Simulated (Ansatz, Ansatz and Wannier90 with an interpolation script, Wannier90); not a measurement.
# PbBrF (P4/nmm): what limits a Wannier interpolation of GW, part 2 of 2

How do the Wannier model and the GW settings move the interpolated bands of PbBrF (P4/nmm)?

Wannier90 4.0.3; maximally localised Wannier functions from the overlaps of LDA states (plane waves, PAW). Known limits of the many-body steps: not at the basis limit; no spin-orbit coupling; coarse k mesh.

So far. Step 2 (Wannier model on 8×8×4, by Wannier90): Near the gap the model misses directly solved bands by 0.7 meV r.m.s. and by 6 meV at most in the window tested. This tests the starting bands, not the corrections carried with them. Step 3 (Wannier model on 8×8×4, by the program's own minimiser): Near the gap the model misses directly solved bands by 0.7 meV r.m.s. and by 6 meV at most in the window tested. This tests the starting bands, not the corrections carried with them.

The database entry behind the starting cell is an old determination (1932), so it need not match the best structure at ambient conditions.

## 4. Wannier model on 4×4×2, by Wannier90

This step: maximally localised Wannier functions from the overlaps of LDA states (plane waves, PAW).

w.win

```
num_iter = 1200
conv_tol = 1.0e-8
conv_window = 5
dis_num_iter = 4000
dis_conv_tol = 1.0e-8
dis_mix_ratio = 0.7
write_hr = true
use_ws_distance = false
num_print_cycles = 50
! ansatz wannier90 interface
! projections by site (counted from 0) and shell: 2 4P, 3 4P, 4 2P, 5 2P, 0 6P, 1 6P
! states of the run's bands (counted from 1): 1-35
num_bands = 35
num_wann  = 18
dis_win_min = 1.01
dis_win_max = 13.57
dis_froz_min = 1.01
dis_froz_max = 10.57
guiding_centres = true

begin unit_cell_cart
Ang
                     4.18                      0.0                      0.0
                      0.0                     4.18                      0.0
                      0.0                      0.0                     7.59
end unit_cell_cart

begin atoms_frac
Pb                       0.0                      0.5                    0.195
Pb                       0.5                      0.0                    0.805
Br                       0.0                      0.5                     0.65
Br                       0.5                      0.0                     0.35
F                        0.5                      0.5                      0.0
F                        0.0                      0.0                      0.0
end atoms_frac

mp_grid = 4 4 2

[... the mesh's points ...]
```

Launch:

```
> OMP_NUM_THREADS=1 mpirun -n 8 wannier90.x w > wannier90.x.log
```

Numbers of over 12 decimals in the logs are rounded to 6 here.

Output:

```text
[banner, memory and clock lines left out]
TEM
                                    ------

                              Lattice Vectors (Ang)
                    a_1     4.180000   0.000000   0.000000
                    a_2     0.000000   4.180000   0.000000
                    a_3     0.000000   0.000000   7.590000

                   Unit Cell Volume:     132.61552  (Ang^3)

                        Reciprocal-Space Vectors (Ang^-1)
                    b_1     1.503154   0.000000   0.000000
                    b_2     0.000000   1.503154   0.000000
                    b_3     0.000000   0.000000   0.827824

 *----------------------------------------------------------------------------*
 |   Site       Fractional Coordinate          Cartesian Coordinate (Ang)     |
 +----------------------------------------------------------------------------+
 | pb   1   0.00000   0.50000   0.19500   |    0.00000   2.09000   1.48005    |
 | pb   2   0.50000   0.00000   0.80500   |    2.09000   0.00000   6.10995    |
 | br   1   0.00000   0.50000   0.65000   |    0.00000   2.09000   4.93350    |
 | br   2   0.50000   0.00000   0.35000   |    2.09000   0.00000   2.65650    |
 | f    1   0.50000   0.50000   0.00000   |    2.09000   2.09000   0.00000    |
 | f    2   0.00000   0.00000   0.00000   |    0.00000   0.00000   0.00000    |
 *----------------------------------------------------------------------------*
                                ------------
                                K-POINT GRID
                                ------------

             Grid size =  4 x  4 x  2      Total points =   32

 *---------------------------------- MAIN ------------------------------------*
 |  Number of Wannier Functions               :                18             |
[...]
Sum of centres and spreads ( 18.810000, 18.810000, 45.540000 )    33.79946171

      1    -0.228E+00     0.7726526721       33.7994617067       0.02  <-- CONV
        O_D=      0.0699537 O_OD=      1.7530540 O_TOT=     33.7994617 <-- SPRD
 Delta: O_D= -0.1267571E-03 O_OD= -0.2274007E+00 O_TOT= -0.2275275E+00 <-- DLTA

             <<<     Delta < 1.000E-08  over  5 iterations     >>>
             <<< Wannierisation convergence criteria satisfied >>>

 Final State
[...]
WF centre and spread   17  (  2.090000,  0.000000,  5.935178 )     2.93891474
  WF centre and spread   18  (  2.090000,  0.000000,  5.935178 )     2.93891474
  Sum of centres and spreads ( 18.810000, 18.810000, 45.540000 )    33.70363390

         Spreads (Ang^2)       Omega I      =    31.976453958
        ================       Omega D      =     0.068001821
                               Omega OD     =     1.659178119
    Final Spread (Ang^2)       Omega Total  =    33.703633899

 Writing checkpoint file w.chk... done

 *---------------------------------------------------------------------------*
 |                               PLOTTING                                    |
 *---------------------------------------------------------------------------*

 *===========================================================================*
 |                             TIMING INFORMATION                            |
 *===========================================================================*
 |    Tag                                                Ncalls      Time (s)|
 |---------------------------------------------------------------------------|
 |kmesh: get                                        :         1         0.020|
 |overlap: read                                     :         1         0.261|
 |dis: main                                         :         1         0.023|
 |wann: main                                        :         1         0.051|
 |plot: main                                        :         1         0.072|
 *---------------------------------------------------------------------------*
 All done: wannier90 exiting
```

The job ended after 1.2 s (8 MPI ranks of Arm Neoverse N1, shared host; 8.1 s of CPU time).

This step gave:

```
gauge-invariant spread     : 31.98 Å²
diagonal spread            : 0.06800 Å²
off-diagonal spread        : 1.659 Å²
total spread               : 33.70 Å²
disentanglement steps      : 3
r.m.s. interpolation error : 0.008126 eV
r.m.s. error near the gap  : 0.01089 eV
```

Near the gap the model misses directly solved bands by 10.9 meV r.m.s. and by 61 meV at most in the window tested. This tests the starting bands, not the corrections carried with them.

Frozen up to 4.87 eV; above it the model need not follow the bands. Electronic bands along the path, in eV, zero at the valence-band top; v1 is the highest filled band, c1 the lowest empty one:

```tsv
point	v4	v3	v2	v1	c1	c2	c3	c4
Γ	-1.55	-0.99	-0.99	-0.36	3.41	4.38	5.73	5.73
halfway	-1.11	-0.85	-0.52	-0.26	3.83	4.53	4.67	5.00
X	-0.89	-0.89	-0.36	-0.36	3.72	3.72	4.70	4.70
halfway	-1.03	-1.03	-0.90	-0.90	4.29	4.29	4.71	4.71
M	-1.34	-1.34	-0.75	-0.75	4.15	4.15	5.09	5.09
halfway	-1.19	-0.63	-0.59	-0.51	3.92	4.60	4.74	5.09
Γ	-1.55	-0.99	-0.99	-0.36	3.41	4.38	5.73	5.73
halfway	-1.67	-0.87	-0.87	-0.19	2.90	4.21	5.80	5.80
Z	-1.45	-0.78	-0.78	0.00	2.37	3.99	5.93	5.93
halfway	-1.36	-0.73	-0.45	-0.38	3.33	3.76	4.97	5.32
R	-0.90	-0.90	-0.38	-0.38	3.51	3.51	4.74	4.74
halfway	-1.26	-1.26	-0.76	-0.76	3.51	3.51	5.24	5.24
A	-2.13	-2.13	-1.13	-1.13	4.61	4.61	4.83	4.83
halfway	-1.36	-0.76	-0.64	-0.47	3.09	4.67	4.82	4.91
Z	-1.45	-0.78	-0.78	0.00	2.37	3.99	5.93	5.93
jump to X	-0.89	-0.89	-0.36	-0.36	3.72	3.72	4.70	4.70
halfway	-0.90	-0.90	-0.37	-0.37	3.63	3.63	4.72	4.72
R	-0.90	-0.90	-0.38	-0.38	3.51	3.51	4.74	4.74
jump to M	-1.34	-1.34	-0.75	-0.75	4.15	4.15	5.09	5.09
halfway	-1.61	-1.61	-0.92	-0.92	4.36	4.36	4.96	4.96
A	-2.13	-2.13	-1.13	-1.13	4.61	4.61	4.83	4.83
```

The same for Kohn-Sham, solved directly:

```tsv
point	v4	v3	v2	v1	c1	c2	c3	c4
Γ	-1.55	-0.99	-0.99	-0.36	3.41	4.38	5.73	5.73
X	-0.89	-0.89	-0.36	-0.36	3.72	3.72	4.70	4.70
M	-1.34	-1.34	-0.75	-0.75	4.15	4.15	5.09	5.09
Γ	-1.55	-0.99	-0.99	-0.36	3.41	4.38	5.73	5.73
Z	-1.45	-0.78	-0.78	0.00	2.37	3.99	5.93	5.93
R	-0.90	-0.90	-0.38	-0.38	3.51	3.51	4.74	4.74
A	-2.13	-2.13	-1.13	-1.13	4.61	4.61	4.83	4.83
Z	-1.45	-0.78	-0.78	0.00	2.37	3.99	5.93	5.93
X	-0.89	-0.89	-0.36	-0.36	3.72	3.72	4.70	4.70
R	-0.90	-0.90	-0.38	-0.38	3.51	3.51	4.74	4.74
M	-1.34	-1.34	-0.75	-0.75	4.15	4.15	5.09	5.09
A	-2.13	-2.13	-1.13	-1.13	4.61	4.61	4.83	4.83
```

## 5. G0W0: 4×4×2 mesh, 498 empty bands, screening to 140 eV

G0W0 replaces the xc potential by the self-energy, built once from these orbitals. Only a window of levels is corrected, while the sums run over the empty bands that the input names.

This step: G0W0 on LDA, plane waves, PAW.

input.yaml

```yaml
crystal:
  lattice:
    - [4.18, 0.0, 0.0]
    - [0.0, 4.18, 0.0]
    - [0.0, 0.0, 7.59]
  atoms:
    - { symbol: Pb, position: [0.0, 0.5, 0.195] }
    - { symbol: Pb, position: [0.5, 0.0, 0.805] }
    - { symbol: Br, position: [0.0, 0.5, 0.65] }
    - { symbol: Br, position: [0.5, 0.0, 0.35] }
    - { symbol: F, position: [0.5, 0.5, 0.0] }
    - { symbol: F, position: [0.0, 0.0, 0.0] }
kpoints:
  mp_grid: { grid: [4, 4, 2] }
hamiltonian:
  xc: lda
scf:
  occupations: { method: fixed }
gw:
  n_empty_bands: 498
  ecut_chi: 140.0
  qp_bands: [v12, c6]
  screening: { model: contour_deformation }
```

Launch:

```
> ansatz run input.yaml --threads 8 --pin off --max-ram 18432MiB --backend cpu --events-out ev --progress --plain --runs-dir out
```

Output:

```text
[...]
Crystal: 6 atoms, lattice volume = 132.616 Å³
Basis set: ecut = 420 eV, 2577 PW (Γ)
Bands: 34, of which v1, the nominal top of the filled ones, is band 28 counted from 1 (27 counted from 0)
Symmetry: 16 space group operations
[...]
k-points: 12 of 32
[...]
0    24      4.1490   -19.8831     2.9671   -16.0734  0.7399     3.2898     3.3063  root
[...]
11    31     10.5214   -11.1753    -3.7321   -15.8259  0.7835    11.4541    11.4399  root
    11    32     10.5214   -11.1753    -3.7321   -15.8259  0.7835    11.4541    11.4399  root
    11    33     11.4602   -10.4537    -4.0242   -15.3767  0.7783    12.3734    12.3590  root
    11    34     11.4602   -10.4537    -4.0242   -15.3767  0.7783    12.3734    12.3590  root
[key lines of the parts left out:]
SCF converged after 7 iterations
Free energy (F): -30184.148144 eV
Fermi energy:    5.695166 eV
```

Elapsed: 8.6 min, on 8 threads; peak memory 3.7 GiB; 65 min of CPU time.

The G0W0 gap on the mesh is 3.846 eV.

## 6. G0W0: 4×4×2 mesh, 231 empty bands, screening to 84 eV

Changes to input.yaml since step 5:

```diff
@@ -19,4 +19,4 @@
 gw:
-  n_empty_bands: 498
-  ecut_chi: 140.0
+  n_empty_bands: 231
+  ecut_chi: 84
   qp_bands: [v12, c6]
```

Output:

```text
[...]
Crystal: 6 atoms, lattice volume = 132.616 Å³
Basis set: ecut = 420 eV, 2577 PW (Γ)
Bands: 34, of which v1, the nominal top of the filled ones, is band 28 counted from 1 (27 counted from 0)
Symmetry: 16 space group operations
[...]
k-points: 12 of 32
[...]
0    24      4.1490   -19.8831     3.1736   -16.0734  0.7422     3.5038     3.5128  root
[...]
11    31     10.5214   -11.1753    -3.5653   -15.8259  0.7854    11.6264    11.6067  root
    11    32     10.5214   -11.1753    -3.5653   -15.8259  0.7854    11.6264    11.6067  root
    11    33     11.4602   -10.4537    -3.8449   -15.3767  0.7800    12.5600    12.5383  root
    11    34     11.4602   -10.4537    -3.8449   -15.3767  0.7800    12.5600    12.5383  root
[key lines of the parts left out:]
SCF converged after 7 iterations
Free energy (F): -30184.148144 eV
Fermi energy:    5.695166 eV
```

Run time: 95 s. Hardware: 8 threads; peak memory 1.4 GiB.

The G0W0 gap on the mesh is 3.695 eV.

## 7. G0W0: 4×4×2 mesh, 498 empty bands, screening to 140 eV, plasmon pole

Changes to input.yaml since step 6:

```diff
@@ -19,5 +19,5 @@
 gw:
-  n_empty_bands: 231
-  ecut_chi: 84
+  n_empty_bands: 498
+  ecut_chi: 140.0
   qp_bands: [v12, c6]
-  screening: { model: contour_deformation }
+  screening: { model: godby_needs }
```

Output:

```text
[...]
Crystal: 6 atoms, lattice volume = 132.616 Å³
Basis set: ecut = 420 eV, 2577 PW (Γ)
Bands: 34, of which v1, the nominal top of the filled ones, is band 28 counted from 1 (27 counted from 0)
Symmetry: 16 space group operations
[...]
k-points: 12 of 32
[...]
0    24      4.1490   -19.8831     2.8728   -16.0734  0.7886     3.2049     3.2120  root
[...]
11    31     10.5214   -11.1753    -3.6188   -15.8259  0.8087    11.5599    11.5532  root
    11    32     10.5214   -11.1753    -3.6188   -15.8259  0.8087    11.5599    11.5532  root
    11    33     11.4602   -10.4537    -3.9129   -15.3767  0.8095    12.4767    12.4704  root
    11    34     11.4602   -10.4537    -3.9129   -15.3767  0.8095    12.4767    12.4704  root
[key lines of the parts left out:]
SCF converged after 7 iterations
Free energy (F): -30184.148144 eV
Fermi energy:    5.695166 eV
```

Elapsed: 13 min, on 8 threads; peak memory 3.7 GiB.

The G0W0 gap on the mesh is 3.925 eV.

## 8. Interpolated results

Times are wall times on 8 threads of Arm Neoverse N1, shared host, good to a factor of about two.

```tsv
GW mesh	empty bands	cutoff (eV)	frequency	gap on mesh (eV)	gap over zone (eV)	direct gap (eV)	valence width (eV)	GW time
4×4×2	498	140	contour deformation	3.846	3.846	3.846	4.536	8.6 min
4×4×2	231	84	contour deformation	3.695	3.695	3.695	4.718	95 s
4×4×2	498	140	plasmon pole	3.925	3.926	3.926	4.618	13 min
```

## 9. What came out

```
4×4×2 mesh, 498 empty bands, screening to 140 eV               : 3.85 eV
4×4×2 mesh, 231 empty bands, screening to 84 eV                : 3.69 eV
4×4×2 mesh, 498 empty bands, screening to 140 eV, plasmon pole : 3.93 eV
```

The largest change, −0.15 eV in the gap over the zone, comes with 4×4×2 mesh, 231 empty bands, screening to 84 eV. The first run is a reference, not a converged one, and where a row moves several settings no single cause can be named. The program's own minimiser ends at the same spread as the first model, 36.6 Å², from the same trial orbitals; this need not be the lowest minimum. Coarser Wannier mesh (4×4×2): the miss near the gap goes from under 1 (the model on 8×8×4) to 11 meV and the total spread from 36.6 to 33.7 Å². With 4×4×2 mesh, 231 empty bands, screening to 84 eV the gap over the zone moves by −0.15 eV and that on the mesh by −0.15 eV. With 4×4×2 mesh, 498 empty bands, screening to 140 eV, plasmon pole the gap over the zone moves by +0.08 eV and that on the mesh by +0.08 eV. Gaps over the zone and on the mesh differ where an edge lies off the mesh, or where a GW run starts from another density: the starting gap over the zone is 2.373 eV, on the GW meshes it is 2.373 eV. The 4×4×2 mesh is coarse for this cell (its supercell is 15 Å along the shortest edge). The RPA ε∞ on it, from the LDA start, is 4.74 and 5.58; such meshes misread the long-range screening, most where the gap is narrow. Where an edge is built on 6p states of lead, bismuth or thallium, scalar-relativistic gaps usually stand too wide, by a few tenths to over one eV. The many-body steps are scalar-relativistic: spin-orbit coupling is not in them.

[Paths, hosts, dates, memory and timing lines, banners, echoed tables and standing remarks are left out of the program output.]

[Logs are printed without paths, hosts, clocks, repeated set-up lines and the standing remarks that a program may print on its own settings, such as how far it seeks lower states.]

[Runs of the session that timed out or met a known fault of the program may be left out.]

[Hosts, paths, dates, database ids (printed as entryN), source tags and the programs' standing remarks are cut or masked in the printed files.]
